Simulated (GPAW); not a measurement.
# Near-edge structure at the N K edge of TaN (Fm-3m)

How does the N K edge of TaN (Fm-3m) move when the bonds are compressed or stretched?

Program: GPAW 26.7.0. Level of theory: X-ray absorption from dipole matrix elements to empty bands, plane-wave PAW PBE, without spin-orbit coupling. Results are calculated unless marked as measured.

## Step 1: The structure

The structure is cubic, space group Fm-3m (No. 225). The conventional cell has a = 4.358 Å, b = 4.358 Å, c = 4.358 Å, α = 90.00°, β = 90.00°, γ = 90.00°. Ta has 6 N at 2.18 Å nearest. Nearest to N lie 6 Ta at 2.18 Å. Farther neighbours and most contacts between anions are not listed.

Coordinates:

```cif
data_structure
_symmetry_space_group_name_H-M 'Fm-3m'
_symmetry_Int_Tables_number 225
_cell_length_a 4.3580
_cell_length_b 4.3580
_cell_length_c 4.3580
_cell_angle_alpha 90.000
_cell_angle_beta 90.000
_cell_angle_gamma 90.000
_cell_volume 82.77
loop_
_atom_site_label
_atom_site_type_symbol
_atom_site_symmetry_multiplicity
_atom_site_Wyckoff_symbol
_atom_site_fract_x
_atom_site_fract_y
_atom_site_fract_z
_atom_site_occupancy
Ta1 Ta 4 b 0.50000 0.00000 0.00000 1
N1 N 4 a 0.00000 0.00000 0.00000 1
```

## Step 2: Ground state of the crystal

The ground state comes first: it tells whether the system has a gap, which decides how the excited electron is treated.

Contents of scf.py:

```python
import numpy as np
from ase import Atoms
from ase.parallel import parprint, paropen
from gpaw import GPAW, PW, FermiDirac, Mixer, MixerDif, setup_paths
from gpaw.test import gen
setup_paths.insert(0, '.')
gen('N', name='nch1s', xcname='PBE', corehole=(1, 0, 0), write_xml=True)
from gpaw.mpi import world
world.barrier()

atoms = Atoms('TaN',
    cell=[[0, 2.179, 2.179],
     [2.179, 0, 2.179],
     [2.179, 2.179, 0]],
    scaled_positions=[[0.5, 0.5, 0.5],
     [0, 0, 0]],
    pbc=True)
atoms.calc = calc = GPAW(legacy_gpaw=True, mode=PW(500), xc='PBE', setups={1: 'nch1s'},
    kpts={'size': (10, 10, 10), 'gamma': True}, occupations=FermiDirac(0.05),
    charge=0, mixer=Mixer(0.1, 5, 50), maxiter=150,
    convergence={'density': 0.0001}, txt='scf.txt')
energy = atoms.get_potential_energy() + calc.get_reference_energy()
ef = calc.get_fermi_level()
out = dict(energy=energy, fermi=ef, forces=atoms.get_forces().tolist())
parprint(f'all-electron energy {energy:.4f} eV, Fermi level {ef:.4f} eV')
ev = np.array([[calc.get_eigenvalues(k, s) for k in range(len(calc.get_ibz_k_points()))] for s in range(calc.get_number_of_spins())])
out['homo'], out['lumo'], out['counts'] = ev[ev < ef].max(), ev[ev > ef].min(), sorted(set((ev < ef).sum((0, 2)).tolist()))
out['filled'] = (ev[:, 0] < ef).sum(1).tolist()
import json
with paropen('out.json', 'w') as f:
    json.dump(out, f)
```

On the command line:

```console
$ OMP_NUM_THREADS=1 mpirun -n 2 gpaw python scf.py
```

Numbers of over 12 decimals in the logs are rounded to 6 here.

Output:

```text
Input parameters:
  convergence: {density: 0.0001}
  kpts: {gamma: True,
         size: (10, 10, 10)}
  maxiter: 150
  mixer: {backend: pulay,
          beta: 0.1,
          method: separate,
          nmaxold: 5,
          weight: 50}
  mode: {ecut: 500.0,
         name: pw}
  occupations: {fixmagmom: False,
                name: fermi-dirac,
                width: 0.05}
  setups: {1: nch1s}
  xc: PBE

Initialize ...

[... PAW data sets ...]

Reference energy: -425654.162998  # eV

Spin-paired calculation

[... convergence settings ...]
Symmetries present (total): 48
  [... symmetry matrices ...]

1000 k-points: 10 x 10 x 10 Monkhorst-Pack grid + [1/20,1/20,1/20]
47 k-points in the irreducible part of the Brillouin zone
       k-points in crystal coordinates                weights
   0:     0.00000000    0.00000000    0.00000000          1/1000
   1:     0.10000000    0.10000000    0.00000000          6/1000
   2:     0.10000000    0.10000000    0.10000000          8/1000
   3:     0.20000000    0.10000000    0.10000000         12/1000
   4:     0.20000000    0.20000000    0.00000000          6/1000
   5:     0.20000000    0.20000000    0.10000000         24/1000
   6:     0.20000000    0.20000000    0.20000000          8/1000
   7:     0.30000000    0.20000000    0.10000000         24/1000
   8:     0.30000000    0.20000000    0.20000000         24/1000
   9:     0.30000000    0.30000000    0.00000000          6/1000
          ...
  46:     0.50000000    0.50000000    0.50000000          4/1000

Wave functions: Plane wave expansion
  Cutoff energy: 500.000 eV
  Number of coefficients (min, max): 512, 544
  Pulay-stress correction: 0.000000 eV/Ang^3 (de/decut=0.000000)
  Using FFTW library
  Wavefunction extrapolation:
    Improved wavefunction reuse through dual PAW basis

Occupation numbers: Fermi-Dirac:
  width: 0.0500  # eV

Eigensolver
   Davidson(niter=2)

Densities:
  Coarse grid: 16*16*16 grid
  Fine grid: 32*32*32 grid
  Total Charge: 0.000000

Density mixing:
  Method: separate
  Backend: pulay
  Linear mixing parameter: 0.1
  old densities: 5
  Width of damping distribution: 1.1
  Damping of long wavelength oscillations: 50

[... Hamiltonian set-up ...]
Number of atoms: 2
Number of atomic orbitals: 17
Number of bands in calculation: 15
Number of valence electrons: 18
Bands to converge: occupied

... initialized

Initializing position-dependent things.

Density initialized from atomic densities
Creating initial wave functions:
  15 bands from LCAO basis set

              Ta

       N

Atomic positions and initial magnetic moments

Positions:
   0 Ta     2.179000    2.179000    2.179000    ( 0.0000,  0.0000,  0.0000)
   1 N      0.000000    0.000000    0.000000    ( 0.0000,  0.0000,  0.0000)

Unit cell:
           periodic     x           y           z      points  spacing
  1. axis:    yes    0.000000    2.179000    2.179000    16     0.1573
  2. axis:    yes    2.179000    0.000000    2.179000    16     0.1573
  3. axis:    yes    2.179000    2.179000    0.000000    16     0.1573

  Lengths:   3.081571   3.081571   3.081571
  Angles:   60.000000  60.000000  60.000000

Effective grid spacing dv^(1/3) = 0.1716

iter:   1   -20.866197
iter:   2   -20.072170   -0.97  -1.02
iter:   3   -19.357164   -1.25  -1.15
iter:   4   -19.358065   -2.51  -1.54
iter:   5   -19.372347   -2.04  -1.58
iter:   6   -19.365161   -3.00  -2.16
iter:   7   -19.368833c  -2.71  -2.55
iter:   8   -19.362891c  -3.35  -2.26
iter:   9   -19.362901c  -4.35  -3.57
iter:  10   -19.362877c  -5.47  -3.38
iter:  11   -19.362877c  -6.79  -4.45c
iter:  12   -19.362876c  -8.69c -4.62c

Converged after 12 iterations.

Dipole moment: (-0.000000, -0.000000, -0.000000) |e|*Ang

Energy contributions relative to reference atoms: (reference = -425654.162998)

Kinetic:        +20.583100
Potential:      -19.431466
External:        +0.000000
XC:             -20.309774
Entropy (-ST):   -0.005748
Local:           -0.201862
SIC:             +0.000000
--------------------------
Free energy:    -19.365751
Extrapolated:   -19.362876

Showing only first 2 kpts
 Kpt  Band  Eigenvalues  Occupancy
  0     7     12.15820    2.00000
  0     8     13.87381    2.00000
  0     9     13.87382    2.00000
  0    10     13.87382    2.00000

  1     7     11.62618    2.00000
  1     8     13.38556    2.00000
  1     9     14.93188    2.00000
  1    10     14.93191    2.00000

Fermi level: 16.08233

No gap
No difference between direct/indirect transitions

Forces in eV/Ang:
  0 Ta    0.00000   -0.00000   -0.00000
  1 N     0.00000    0.00000    0.00000
Scalar-relativistic atomic PBE calculation for N (Nitrogen, Z=7)
Core hole in 1s state (1s occupation: 2.0)
300 radial gridpoints.
|------------------------------------------------|
|------------------------------------------------|
[... the atom generator's iteration count ...]

Energy contributions:
-------------------------
Kinetic:      +54.339986
XC:            -6.566540
Potential:   -102.225710
-------------------------
Total:        -54.452265

state      eigenvalue         ekin         rmax
-----------------------------------------------
1s^2.0 :   -14.137683    22.057244        0.148
2s^2.0 :    -0.682897     2.376541        1.013
2p^3.0 :    -0.260504     1.824138        0.974
-----------------------------------------------
(units: Bohr and Hartree)

Generating PAW setup
Kinetic energy of the core from tauc = 44.141722
Cutoffs:
rc(s)=1.140
rc(p)=1.000
rc(d)=1.090
rc(vbar)=1.120
rc(comp)=1.090
rc(nct)=1.140

Kinetic energy of the core states: 44.114489
Charge: 0.0
Core electrons: 2.0
Valence electrons: 5.0
Pseudo-core charge: 0.012446
Shape function alpha=8.417
Pseudo-electron charge 5.019651
state    eigenvalue         norm
--------------------------------
2s(2) :    -0.682897     1.073459
*s    :     0.317103
2p(3) :    -0.260504     0.953429
*p    :     0.739496
*d    :     0.000000
--------------------------------

Diagonalizing with gridspacing h=0.050

state   all-electron     PAW
-------------------------------
2s:      -0.682897    -0.683965
2p:      -0.260504    -0.262602
*d:                    0.047814
*f:                    0.075943
-------------------------------
all-electron energy -425673.5259 eV, Fermi level 16.0823 eV
```

Elapsed: 4.8 s, on 2 MPI ranks of Arm Neoverse V2, shared host; peak memory 0.16 GiB.

The mesh shows no gap, so the system is treated as a metal and the core electron is put at the Fermi level (neutral cell).

## Step 3: Supercell without a hole, the energy reference

The photon energy needs a difference of total energies, so the cell and mesh of the coming hole run are first run without a hole.

scf.py: that of step 2 with these lines changed.

```diff
@@ -10,11 +10,25 @@
 
-atoms = Atoms('TaN',
-    cell=[[0, 2.179, 2.179],
-     [2.179, 0, 2.179],
-     [2.179, 2.179, 0]],
-    scaled_positions=[[0.5, 0.5, 0.5],
-     [0, 0, 0]],
+atoms = Atoms('Ta8N8',
+    cell=[[0, 4.358, 4.358],
+     [4.358, 0, 4.358],
+     [4.358, 4.358, 0]],
+    scaled_positions=[[0.25, 0.25, 0.25],
+     [0.25, 0.25, 0.75],
+     [0.25, 0.75, 0.25],
+     [0.75, 0.25, 0.25],
+     [0.25, 0.75, 0.75],
+     [0.75, 0.25, 0.75],
+     [0.75, 0.75, 0.25],
+     [0.75, 0.75, 0.75],
+     [0, 0, 0],
+     [0, 0, 0.5],
+     [0, 0.5, 0],
+     [0.5, 0, 0],
+     [0, 0.5, 0.5],
+     [0.5, 0, 0.5],
+     [0.5, 0.5, 0],
+     [0.5, 0.5, 0.5]],
     pbc=True)
-atoms.calc = calc = GPAW(legacy_gpaw=True, mode=PW(500), xc='PBE', setups={1: 'nch1s'},
-    kpts={'size': (10, 10, 10), 'gamma': True}, occupations=FermiDirac(0.05),
+atoms.calc = calc = GPAW(legacy_gpaw=True, mode=PW(500), xc='PBE', setups={8: 'nch1s'},
+    kpts={'size': (5, 5, 5), 'gamma': True}, occupations=FermiDirac(0.1),
     charge=0, mixer=Mixer(0.1, 5, 50), maxiter=150,
```

Output:

```text
Input parameters:
  convergence: {density: 0.0001}
  kpts: {gamma: True,
         size: (5, 5, 5)}
  maxiter: 150
  mixer: {backend: pulay,
          beta: 0.1,
          method: separate,
          nmaxold: 5,
          weight: 50}
  mode: {ecut: 500.0,
         name: pw}
  occupations: {fixmagmom: False,
                name: fermi-dirac,
                width: 0.1}
  setups: {8: nch1s}
  xc: PBE

Initialize ...

[...]
2s(2) :    -0.682897     1.073459
*s    :     0.317103
2p(3) :    -0.260504     0.953429
*p    :     0.739496
*d    :     0.000000
--------------------------------

Diagonalizing with gridspacing h=0.050

state   all-electron     PAW
-------------------------------
2s:      -0.682897    -0.683965
2p:      -0.260504    -0.262602
*d:                    0.047814
*f:                    0.075943
-------------------------------
all-electron energy -3405388.2074 eV, Fermi level 16.0807 eV
[key lines of the parts left out:]
Converged after 21 iterations.
Dipole moment: (-0.000000, -0.000000, -0.000000) |e|*Ang
Free energy:   -154.994828
Fermi level: 16.08066
```

Elapsed: 74 s, on 2 MPI ranks; peak memory 0.35 GiB.

Reference energy: -3405388.207 eV with the cores included.

(Part 1 of 3 ends here.)

[Banner, clock and machine lines of the logs are left out without a mark of their own.]

[Logs are printed without paths, hosts, clocks, repeated set-up lines and the standing remarks that a program may print on its own settings, such as how far it seeks lower states.]

[Hosts, paths, dates, database ids (printed as entryN), source tags and the programs' standing remarks are cut or masked in the printed files.]

[Lists of maxima count a maximum above −3 eV only where it reaches 4 % of the highest in the window and stands out from its surroundings by 2 % of it (1.5 % where it reaches 55 %); shoulders and weaker maxima are passed over, and of the rest the first, up to two pre-edge ones and the few strongest are named.]
